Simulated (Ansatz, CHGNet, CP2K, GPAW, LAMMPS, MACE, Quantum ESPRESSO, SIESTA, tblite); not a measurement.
# Quantum ESPRESSO on amorphous carbon (100 atoms): settings compared

How far do other settings of Quantum ESPRESSO move the forces in amorphous carbon (100 atoms)? One run of the same program serves as the yardstick.

Method: the method is named at each step, in Quantum ESPRESSO 7.5.

**1. Starting point**

The cell holds 100 atoms: 100 C. Its edges and angles: a = 10.470 Å, b = 10.470 Å, c = 10.470 Å, α = 90.0°, β = 90.0°, γ = 90.0°. 100 atoms (100 C) placed at random at 1.74 g/cm³, melted at 5500 K for 10 ps at fixed volume with the LCBOP (Los and Fasolino, Phys. Rev. B 68, 024107 (2003)). Quenched from 5500 K to 300 K at 100 K/ps and fixed volume, held 5 ps.

The yardstick, on the same geometry:

* method: Kohn-Sham DFT, PBE, SSSP efficiency 1.3.0 pseudopotentials, plane waves (Quantum ESPRESSO 7.5); sssp-pbe-1.3.0-efficiency, cutoffs 45/360 Ry, Γ point
* r.m.s. force component: 1.427 eV/Å
* longest force: 5.519 eV/Å
* pressure: -13.62 GPa
* time: 2.6 min on 2 MPI ranks of Arm Neoverse V2, shared host
* CPU time: 5.2 min

**2. PBE, sssp-1.3.0-efficiency, 20/160 Ry**

Method: Kohn-Sham DFT, PBE, SSSP efficiency 1.3.0 pseudopotentials, plane waves.

The input, pw.in:

```
&control
  calculation = 'scf'
  pseudo_dir = './pseudo'
  outdir = './tmp'
  disk_io = 'none'
  tprnfor = .true.
  tstress = .true.
/
&system
  ibrav = 0
  nat = 100
  ntyp = 1
  ecutwfc = 20
  ecutrho = 160
  nosym = .true.
  occupations = 'smearing'
  smearing = 'fd'
  degauss = 0.003675
/
&electrons
  conv_thr = 5.0e-07
  electron_maxstep = 100
  mixing_beta = 0.2
  mixing_mode = 'local-TF'
  diagonalization = 'david'
/
ATOMIC_SPECIES
C 12.011 C.upf
CELL_PARAMETERS angstrom
10.46950 0.00000 0.00000
0.00000 10.46950 0.00000
0.00000 0.00000 10.46950
ATOMIC_POSITIONS crystal
C 0.46867 0.08807 0.66176
C 0.29458 0.56485 0.37092
C 0.26900 0.79303 0.20754
C 0.25985 0.93802 0.61120
C 0.40165 0.96118 0.61551
C 0.76942 0.20338 0.78821
C 0.68287 0.22402 0.89507
C 0.19125 0.12554 0.70873
C 0.60707 0.31261 0.62696
C 0.40065 0.36338 0.43904
C 0.38697 0.86635 0.01807
C 0.46961 0.83509 0.59737
C 0.95579 0.41607 0.24420
C 0.90810 0.81193 0.23382
C 0.58458 0.56400 0.64627
C 0.52456 0.79083 0.48082
C 0.68648 0.65278 0.61375
C 0.47656 0.60989 0.71470
C 0.81407 0.70230 0.66635
C 0.63071 0.37543 0.07481
C 0.37637 0.39545 0.01853
C 0.97291 0.96082 0.91532
C 0.12984 0.44342 0.07638
C 0.99432 0.09854 0.88722
C 0.86720 0.79422 0.56895
C 0.49716 0.32521 0.06438
C 0.94427 0.44869 0.48415
C 0.51592 0.58342 0.00793
C 0.37078 0.99940 0.98980
C 0.93084 0.82969 0.95352
C 0.41960 0.51151 0.94573
C 0.42436 0.73352 0.67288
C 0.90466 0.47029 0.02657
C 0.34793 0.05741 0.86537
C 0.38093 0.82918 0.28256
C 0.46988 0.92751 0.25341
C 0.03340 0.79219 0.26654
C 0.24759 0.16119 0.28485
C 0.16157 0.73842 0.27878
C 0.82408 0.43560 0.92569
C 0.95170 0.37023 0.36820
C 0.19959 0.22316 0.03238
C 0.39312 0.10195 0.07865
C 0.09842 0.66268 0.48492
C 0.54990 0.68788 0.08347
C 0.99028 0.86103 0.58058
C 0.57457 0.43816 0.57690
C 0.73682 0.30523 0.69408
C 0.23019 0.11521 0.83695
C 0.34715 0.15208 0.37820
C 0.38902 0.57418 0.82631
C 0.14398 0.23743 0.34303
C 0.95756 0.70796 0.87920
C 0.47077 0.10720 0.80654
C 0.07211 0.64258 0.95652
C 0.03909 0.52319 0.01258
[... 40 atom lines left out ...]
C 0.78627 0.80747 0.31027
C 0.84226 0.49023 0.79639
C 0.43704 0.74674 0.38123
C 0.27522 0.78170 0.06615
K_POINTS gamma
```

Run with:

```bash
OMP_NUM_THREADS=1 mpirun -np 2 pw.x -in pw.in > output.txt
```

Log:

```text
Program PWSCF
     gamma-point specific algorithms are used
     Parallelization info
     sticks:   dense  smooth     PW     G-vecs:    dense   smooth      PW
     Min        2494    1243    310               132337    46690    5874
     Max        2495    1250    311               132338    46691    5879
     Sum        4989    2493    621               264675    93381   11753
     bravais-lattice index     =            0
     lattice parameter (alat)  =      19.7845  a.u.
     unit-cell volume          =    7744.1619 (a.u.)^3
     number of atoms/cell      =          100
     number of atomic types    =            1
     number of electrons       =       400.00
     number of Kohn-Sham states=          240
     kinetic-energy cutoff     =      20.0000  Ry
     charge density cutoff     =     160.0000  Ry
     scf convergence threshold =      5.0E-07
     mixing beta               =       0.2000
     number of iterations used =            8  local-TF  mixing
     Exchange-correlation= SLA  PW   PBX  PBC
                           (   1   4   3   4   0   0   0)
     crystal axes: (cart. coord. in units of alat)
               a(1) = (   1.000000   0.000000   0.000000 )
               a(2) = (   0.000000   1.000000   0.000000 )
               a(3) = (   0.000000   0.000000   1.000000 )
     reciprocal axes: (cart. coord. in units 2 pi/alat)
               b(1) = (  1.000000  0.000000  0.000000 )
               b(2) = (  0.000000  1.000000  0.000000 )
               b(3) = (  0.000000  0.000000  1.000000 )
     PseudoPot. # 1 for C :
     Pseudo is Projector augmented-wave + core cor, Zval =  4.0
     atomic species   valence    mass     pseudopotential
     C                 4.00    12.01100     C ( 1.00)
     No symmetry found
   Cartesian axes
     number of k points=     1  Fermi-Dirac smearing, width (Ry)=  0.0037
                       cart. coord. in units 2pi/alat
        k(    1) = (   0.0000000   0.0000000   0.0000000), wk =   2.0000000
     Dense  grid:   132338 G-vectors     FFT dimensions: (  80,  80,  80)
     Smooth grid:    46691 G-vectors     FFT dimensions: (  60,  60,  60)
     Check: negative core charge=   -0.000039
     Initial potential from superposition of free atoms
     starting charge     399.9958, renormalised to     400.0000
     Starting wfcs are  400 randomized atomic wfcs
     Self-consistent Calculation
     iteration #  1     ecut=    20.00 Ry     beta= 0.20
     total energy              =   -1832.12335926 Ry
     estimated scf accuracy    <       6.69806419 Ry
     iteration #  2     ecut=    20.00 Ry     beta= 0.20
     negative rho (up, down):  8.370E-07 0.000E+00
     total energy              =   -1830.01503110 Ry
     estimated scf accuracy    <       4.87877238 Ry
     iteration #  3     ecut=    20.00 Ry     beta= 0.20
     total energy              =   -1830.43490088 Ry
     estimated scf accuracy    <       0.68543219 Ry
     iteration #  4     ecut=    20.00 Ry     beta= 0.20
     total energy              =   -1830.37590177 Ry
     estimated scf accuracy    <       0.37268247 Ry
     iteration #  5     ecut=    20.00 Ry     beta= 0.20
     total energy              =   -1830.37659899 Ry
     estimated scf accuracy    <       0.12262896 Ry
     iteration #  6     ecut=    20.00 Ry     beta= 0.20
     total energy              =   -1830.38840241 Ry
     estimated scf accuracy    <       0.02651443 Ry
[...]
negative rho (up, down):  4.327E-08 0.000E+00
[...]
negative rho (up, down):  4.021E-07 0.000E+00
[...]
negative rho (up, down):  2.528E-06 0.000E+00
[...]
negative rho (up, down):  4.143E-06 0.000E+00
[...]
negative rho (up, down):  8.672E-06 0.000E+00
[...]
total energy              =   -1830.39686815 Ry
[...]
iteration # 15     ecut=    20.00 Ry     beta= 0.20
[...]
total energy              =   -1830.39692034 Ry
     estimated scf accuracy    <       0.00000147 Ry
     iteration # 16     ecut=    20.00 Ry     beta= 0.20
[...]
total energy              =   -1830.39695308 Ry
     estimated scf accuracy    <       0.00000065 Ry
     iteration # 17     ecut=    20.00 Ry     beta= 0.20
     negative rho (up, down):  1.329E-05 0.000E+00
     End of self-consistent calculation
          k = 0.0000 0.0000 0.0000 (  5877 PWs)   bands (ev):
   -15.0657 -14.7303 -14.5390 -14.3741 -14.1812 -14.0434 -13.9080 -13.7622
   -13.5875 -13.4794 -13.3037 -13.2023 -13.1069 -12.8921 -12.6779 -12.5589
   -12.4778 -12.4421 -12.3320 -12.2297 -11.9730 -11.9005 -11.8751 -11.7667
   -11.6731 -11.5538 -11.3295 -11.0999 -11.0724 -10.9158 -10.8898 -10.7792
   -10.7215 -10.5971 -10.4782 -10.4135 -10.2023 -10.1601 -10.1302  -9.9612
    -9.8570  -9.6910  -9.6407  -9.4023  -9.2460  -9.1446  -8.9332  -8.7455
[...]
5.6597   5.7848   5.8056   6.1167   6.2225   6.3237   6.4623   6.5463
     6.6416   6.7389   6.8579   6.8811   7.0249   7.1124   7.1692   7.1922
     7.3772   7.4490   7.6569   7.6834   7.7856   7.8964   7.9824   8.0246
     the Fermi energy is     4.4231 ev
!    total energy              =   -1830.39701007 Ry
     total all-electron energy =     -7606.806792 Ry
     estimated scf accuracy    <       0.00000030 Ry
     smearing contrib. (-TS)   =      -0.01758199 Ry
     internal energy E=F+TS    =   -1830.37942808 Ry
     The total energy is F=E-TS. E is the sum of the following terms:
     one-electron contribution =    -850.59970001 Ry
     hartree contribution      =     597.61306794 Ry
     xc contribution           =    -452.15357207 Ry
     ewald contribution        =    -508.33239458 Ry
     one-center paw contrib.   =    -616.90682935 Ry
     convergence has been achieved in  17 iterations
     negative rho (up, down):  1.329E-05 0.000E+00
     Forces acting on atoms (cartesian axes, Ry/au):
     atom    1 type  1   force =     0.00018666    0.03491152   -0.02420728
     atom    2 type  1   force =     0.07658348    0.02655407   -0.00610902
     atom    3 type  1   force =    -0.00520098   -0.02714181   -0.07956896
     atom    4 type  1   force =     0.16050249    0.00670614    0.00687504
     atom    5 type  1   force =    -0.07273338    0.00932176    0.00038584
     atom    6 type  1   force =     0.18089402   -0.04717551   -0.08507549
[...]
atom   98 type  1   force =     0.01456913    0.04745071   -0.02857122
     atom   99 type  1   force =    -0.00779476    0.17198791   -0.04104374
     atom  100 type  1   force =    -0.01627253   -0.04191706   -0.16210721
     Total force =     1.029909     Total SCF correction =     0.000883
     Computing stress (Cartesian axis) and pressure
     negative rho (up, down):  1.329E-05 0.000E+00
          total   stress  (Ry/bohr**3)                   (kbar)     P=     -420.66
  -0.00300918  -0.00014308  -0.00018423         -442.67      -21.05      -27.10
  -0.00014308  -0.00269344  -0.00014192          -21.05     -396.22      -20.88
  -0.00018423  -0.00014192  -0.00287623          -27.10      -20.88     -423.11
     Message from routine punch:
     Nothing written, as per user request (disk_io='none')
```

Wall time 59 s (2 MPI ranks of Arm Neoverse V2, shared host); peak memory 0.89 GiB.

Banners, paths, timers and routine set-up lines are dropped from the logs unmarked, and long logs keep their key lines alone; longer cuts are marked.

Compared with the plane-wave run:

| Item | Value |
| --- | --- |
| r.m.s. force component | 1.529 eV/Å |
| r.m.s. difference of force components | 344.3 meV/Å |
| longest difference of force vectors | 1416 meV/Å |
| force difference over r.m.s. force | 24.13 % |
| slope of forces against the reference's | 1.045 |
| correlation of force components | 0.9752 |
| pressure | -42.07 GPa |
| pressure difference | -28.45 GPa |
| energy less the same-level run's | 862.9 meV/atom |
| r.m.s. force difference from the same-level run | 344.3 meV/Å |

This is a coarse setting, run to see what it loses.

The surroundings of C27, picked at random, nearest first, numbered as they follow in the input and with coordinates relative to it.

```csv
atom,x,y,z,distance (Å),bonds,Fx,Fy,Fz (eV/Å)
C27,0.00,0.00,0.00,0.00,3,1.04,2.81,-1.14
C91,0.65,1.23,0.06,1.39,2,-0.14,0.75,-0.12
C73,-0.18,-0.82,1.14,1.42,3,1.36,-2.67,-0.26
C41,0.08,-0.82,-1.21,1.47,3,0.28,-1.36,3.45
C92,0.83,-2.05,-0.73,2.33,3,-1.06,0.31,0.91
C89,0.36,-2.18,0.77,2.34,3,-1.58,-1.80,0.37
C83,-1.13,-0.49,2.14,2.46,3,-0.84,0.57,1.18
C13,0.12,-0.34,-2.51,2.54,3,-0.01,1.93,-2.78
C44,1.61,2.24,0.01,2.76,3,-2.72,-3.22,1.17
```

Forces lie 24 % from the reference's, at 0.38 times its CPU time.

Within one program, basis, potentials and functional, energies share a zero. Each run against its twin at the usual cutoff or grid and solver:

```csv
run,twin,Δ energy (meV/atom),"Δ force, r.m.s. (meV/Å)",CPU time over the twin's
"QE PBE, sssp-1.3.0-efficiency, 20/160 Ry","sssp-1.3.0-efficiency, 45/360 Ry",863,344,0.38
```

**3. What came out**

```json
{
  "force difference from the reference": "QE PBE, sssp-1.3.0-efficiency, 20/160 Ry (coarse), 24 %",
  "its CPU time": "2 min"
}
```

**Reading.** Runs with settings chosen to be coarse differ by 24 % (QE PBE, sssp-1.3.0-efficiency, 20/160 Ry). One electronic-structure run takes under half the reference's CPU time: QE PBE, sssp-1.3.0-efficiency, 20/160 Ry, at 24 % in 2 min against 5.2 min; its pressure misses by -28.4 GPa. In pressure, QE PBE, sssp-1.3.0-efficiency, 20/160 Ry misses by -28.4 GPa, at the same functional; a cutoff this low leaves a large Pulay stress. The reference's pressure holds the uncorrected Pulay stress of its 45 Ry basis, so small pressure differences, and their order, may be the reference's own error. The quench rate of 100 K/ps is many orders above laboratory rates, so the cell is likely richer in defects and strain than a real sample. The network of bonds at the start is that of the classical potential that made the cell, and needn't be the one that DFT or experiment would give. The reference's stress is far from hydrostatic: its diagonal is -16.3, -10.9, -13.6 GPa, compression counted positive. The electronic-structure runs sample only Γ, in a cell whose shortest periodic width is 10 Å, which is coarse for a cell with partly filled levels.

[Also dropped from logs without a mark: logging warnings of Python, and SIESTA's first energy breakdown and zero terms.]

[Logs are printed without paths, hosts, clocks, repeated set-up lines and the standing remarks that a program may print on its own settings, such as how far it seeks lower states.]

[Hosts, paths, dates, database ids (printed as entryN), source tags and the programs' standing remarks are cut or masked in the printed files.]
